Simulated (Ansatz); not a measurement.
# BaMg2SbAs: complex band structure, part 3 of 3

Wanted: the relaxed cell of BaMg2SbAs, its band edges and its decay constants. It is built by putting Sb for part of the As in the BaMg2As2 structure of space group P-3m1, with the volume rescaled by atomic radii. The parent structure comes from the Materials Project.

Ansatz 0.2.0; PBEsol DFT, plane waves, PAW files (the session's first sound run).

So far, gap on path (eV): step 3 (band edges, PBEsol) 0.793; step 6 (PBE) 0.855.

The structure was built from a prototype and need not be the compound's stable phase.

### 7. Complex bands at another level

This step: PBE DFT, plane waves, PAW files; complex bands by layer matching along the plane's normal (Ansatz 0.2.0).

The complex bands at that level, over its own gap, at (0, 0) and (-0.5, 0).

Contents of input.yaml:

```yaml
crystal:
  lattice:
    - [4.613205644, 0.0, 0.0]
    - [2.306602822, 3.99515328, 0.0]
    - [0.0, 0.0, 7.857744524]
  atoms:
    - { symbol: Ba, position: [0.0, 0.0, 0.986420623] }
    - { symbol: Mg, position: [0.3333333333, 0.3333333333, 0.3861598016] }
    - { symbol: Mg, position: [0.6666666667, 0.6666666667, 0.6318298997] }
    - { symbol: As, position: [0.3333333333, 0.3333333333, 0.7309184282] }
    - { symbol: Sb, position: [0.6666666667, 0.6666666667, 0.2646712476] }
kpoints:
  mp_grid: { grid: [6, 6, 4] }
scf:
  occupations: { method: fixed }
hamiltonian:
  xc: pbe
output:
  eigenvalues: true
  transmission:
    leads: [[0, 0]]
    kpoints: [[0.0, 0.0], [-0.5, 0.0]]
    e_range: [-1.0, 1.85]
    de: 0.07
```

The run is started by

```console
$ ansatz run input.yaml --threads 2 --pin off --max-ram 4096MiB --backend cpu --events-out ev --progress --plain --runs-dir out
```

Numbers of over 12 decimals in the logs are rounded to 6 here.

Output:

```text
[...]
Crystal: 5 atoms, lattice volume = 144.822 Å³
Basis set: ecut = 420 eV, 2865 PW (Γ)
Bands: 36, of which v1, the nominal top of the filled ones, is band 30 counted from 1 (29 counted from 0)
Symmetry: 6 space group operations
[...]
k-points: 24 of 144 (time reversal used)
[...]
SCF iter   1: F=—  HF=-21142.038041 eV  |F-HF|=—  |Δ(HF+E_count)|=         —  Δρ=1.54e-3  dr2=9.76e-3  ethr=1.77e-3  ⟨swp⟩=5.0  Hψ=3160  notcnv=0  defer=86
[...]
SCF iter   8: F=-21142.033274 eV  HF=-21142.033274 eV  |F-HF|=1.09e-8  |Δ(HF+E_count)|=  5.89e-10  Δρ=2.99e-6  dr2=3.95e-8  ethr=1.67e-10  ⟨swp⟩=11.4  Hψ=4388  notcnv=0
SCF 1 converged in 8 iterations: F = -21142.033274 eV  dr2 = 3.95e-8
[...]
transmission: 11 of 22 steps passed
transmission: 22 of 22 steps passed
SCF converged after 8 iterations
Free energy (F): -21142.033274 eV
[...]
Internal energy: -21142.033274 eV  (E = F + TS)
E sigma→0 (E₀):  -21142.033274 eV
Fermi energy:    7.304481 eV
[...]
--- Band table (eV; the first three rows and the last of 24) ---
  k-point 0: bands = [... 26 lower, 6.1227, 7.1037, 7.3045, 7.3045, 8.3664, 9.3463, 9.7024, 10.1743, ... 2 higher]
  k-point 1: bands = [... 26 lower, 6.1893, 6.2456, 7.1475, 7.1475, 8.7734, 9.6347, 10.0511, 10.0511, ... 2 higher]
  k-point 2: bands = [... 26 lower, 6.2774, 6.2774, 6.9790, 6.9790, 8.8345, 9.8159, 9.9472, 9.9472, ... 2 higher]
  k-point 23: bands = [... 26 lower, 4.9083, 5.3118, 5.8471, 5.9530, 9.4949, 9.5368, 10.8088, 11.3496, ... 2 higher]
--- Transmission ---
  basis      : 163 plane waves across, 11 finite elements along
  points     : 2, as listed
[...]
channels       : 0.000000e0 a spin
[...]
slowest decay  : 0.0930 /Å at (0.0000, 0.0000)
```

Wall time 23 s (2 threads of Arm Neoverse V2, shared host); peak memory 0.54 GiB; 37 s of CPU time.

Numbers from this step:

```
level to which the leads are filled                       : 0.4274 eV from the Fermi level
decay constant at the filling level, zone centre          : 0.09299 Å⁻¹
decay constant at the filling level, slowest listed point : 0.093 Å⁻¹
```

K parallel (0, 0); values up to 1.5 1/Å, a degenerate pair printed once or twice; energies at which all values exceed this have no row. Table of Im kz of the slowest decaying states by energy, zero at the highest filled level on the SCF mesh:

```csv
energy (eV),decay 1 (Å⁻¹),decay 2 (Å⁻¹),decay 3 (Å⁻¹),decay 4 (Å⁻¹)
-1.00,0.0867,0.852,0.899,-
-0.79,0.184,0.828,0.875,-
-0.58,0.174,0.803,0.851,-
-0.37,0.0859,0.777,0.825,-
-0.23,0.759,0.808,-,-
-0.02,0.0642,0.731,0.781,-
0.19,0.0852,0.181,0.701,0.753
0.40,0.0930,0.240,0.669,0.723
0.61,0.0908,0.274,0.634,0.692
0.82,0.0767,0.294,0.596,0.659
1.03,0.0321,0.305,0.551,0.624
1.17,0.309,0.517,0.600,-
1.38,0.310,0.449,0.560,-
1.59,0.188,0.306,0.471,0.517
1.80,0.182,0.298,0.469,0.498
```

K parallel (0, 0). The Re kz of states that move upwards by energy, zero at the highest filled level on the SCF mesh:

```csv
energy (eV),channel 1 (Å⁻¹),channel 2 (Å⁻¹),channel 3 (Å⁻¹)
-1.00,-0.190,-,-
-0.86,-0.165,-,-
-0.72,-0.140,-,-
-0.58,-0.115,-,-
-0.44,-0.0870,-,-
-0.30,-0.331,-0.331,-0.0533
-0.23,-0.259,-0.259,-0.0281
-0.09,-0.144,-0.144,-
-0.02,-0.0651,-0.0651,-
0.05,-,-,-
0.19,-,-,-
0.33,-,-,-
0.47,-,-,-
0.61,-,-,-
0.75,-,-,-
0.89,-,-,-
1.03,-,-,-
1.10,0.0369,-,-
1.24,0.0900,-,-
1.38,0.143,-,-
1.52,0.292,-,-
1.66,-,-,-
1.80,-,-,-
```

K parallel (-0.5, 0); values up to 1.5 1/Å, a degenerate pair printed once or twice; energies at which all values exceed this have no row. The Im kz of the slowest decaying states by energy, zero at the highest filled level on the SCF mesh:

```csv
energy (eV),decay 1 (Å⁻¹),decay 2 (Å⁻¹),decay 3 (Å⁻¹),decay 4 (Å⁻¹)
-1.00,0.0545,0.293,0.659,1.26
-0.86,0.319,0.640,1.24,1.46
-0.72,0.340,0.621,1.22,1.45
-0.58,0.0683,0.358,0.601,1.20
-0.44,0.110,0.135,0.374,0.580
-0.30,0.135,0.195,0.387,0.559
-0.16,0.153,0.234,0.398,0.538
-0.02,0.166,0.262,0.404,0.520
0.12,0.176,0.283,0.402,0.507
0.26,0.184,0.300,0.387,0.504
0.40,0.190,0.313,0.357,0.513
0.54,0.194,0.312,0.323,0.531
0.68,0.199,0.246,0.331,0.561
0.82,0.117,0.207,0.337,0.620
0.96,0.224,0.340,0.707,1.29
1.10,0.0467,0.260,0.343,0.691
1.24,0.104,0.303,0.343,0.665
1.38,0.107,0.342,0.356,0.473
1.52,0.0961,0.340,0.388,0.856
1.66,0.0724,0.337,0.365,0.880
1.80,0.332,0.344,0.895,1.19
```

At the listed wavevectors the last open channel is at -0.02 eV and the next at +0.89 eV on the grid. At +0.40 eV, the grid energy nearest the filling level (the middle of the gap on the SCF mesh), the slowest state at the listed wavevectors decays with κ = 0.093 Å⁻¹, its amplitude falling by e over 11 Å; the first such run, plane (001), gave 0.0880 Å⁻¹ over as many of its listed wavevectors.

### 8. The same cell, other settings

This step: PBEsol DFT, plane waves, PAW files; complex bands by layer matching along the plane's normal; changed: output.transmission.e_range = [-80, 80], output.transmission.de = 5, scf.max_iter = 100 (Ansatz 0.2.0).

This run repeats an earlier one, its twin (the complex run, plane (001)), with three settings changed (output.transmission.e_range, output.transmission.de, scf.max_iter; files written aside). The setting was drawn as a possible misstep, on purpose. Where the input is shown as a difference, that is against the step before, not the twin.

input.yaml, as its differences from that of step 7:

```diff
@@ -15,4 +15,5 @@
   occupations: { method: fixed }
+  max_iter: 100
 hamiltonian:
-  xc: pbe
+  xc: pbesol
 output:
@@ -21,4 +22,4 @@
     leads: [[0, 0]]
-    kpoints: [[0.0, 0.0], [-0.5, 0.0]]
-    e_range: [-1.0, 1.85]
-    de: 0.07
+    kpoints: [[0.0, 0.0], [-0.5, 0.0], [0.5, 0.0]]
+    e_range: [-80, 80]
+    de: 5
```

Output:

```text
Error: inconsistent input (output.transmission.e_range, basis.ecutwfc): energies over 52 eV from the Fermi level are not served at this cutoff: ask for nearer ones, or raise it
```

Elapsed: 0.17 s, on 2 threads; peak memory 0.092 GiB.

The program refused the input before any cycle.

The program's message: “Error: inconsistent input (output.transmission.e_range, basis.ecutwfc): energies over 52 eV from the Fermi level are not served at this cutoff: ask for nearer ones, or raise it”

The change that led to it: output.transmission.e_range = [-80, 80] and output.transmission.de = 5.

### 9. Outcome

```
band gap                                         : 0.793 eV
least decay constant at mid-gap, normal to (001) : 0.088 Å⁻¹
least decay constant at mid-gap, normal to (100) : 0.0865 Å⁻¹
least decay constant, PBE                        : 0.093 Å⁻¹
```

In words: With PBEsol, the slowest decay at the wavevectors tried is κ = 0.0865 Å⁻¹, normal to (100). Through such a film the transmission near mid-gap falls as exp(−2κd), a factor of ten every 13 Å. The directions tried decay at nearly the same rate. A free electron under a barrier of half the gap would need a mass of 0.072 mₑ to decay at this rate. With PBE the gap goes from 0.793 to 0.855 eV and the decay constant, over the first 2 listed wavevectors, from 0.0880 to 0.093 Å⁻¹. The compound is made up by substitution; its stability against other phases and against distortions of the cell's symmetry was not tested. A semilocal functional narrows gaps, while spin-orbit coupling, left out here, narrows them in compounds of heavy elements, so the error in κ can go either way.

[Logs are printed without paths, hosts, clocks, repeated set-up lines and the standing remarks that a program may print on its own settings, such as how far it seeks lower states.]

[Hosts, paths, dates, database ids (printed as entryN), source tags and the programs' standing remarks are cut or masked in the printed files.]
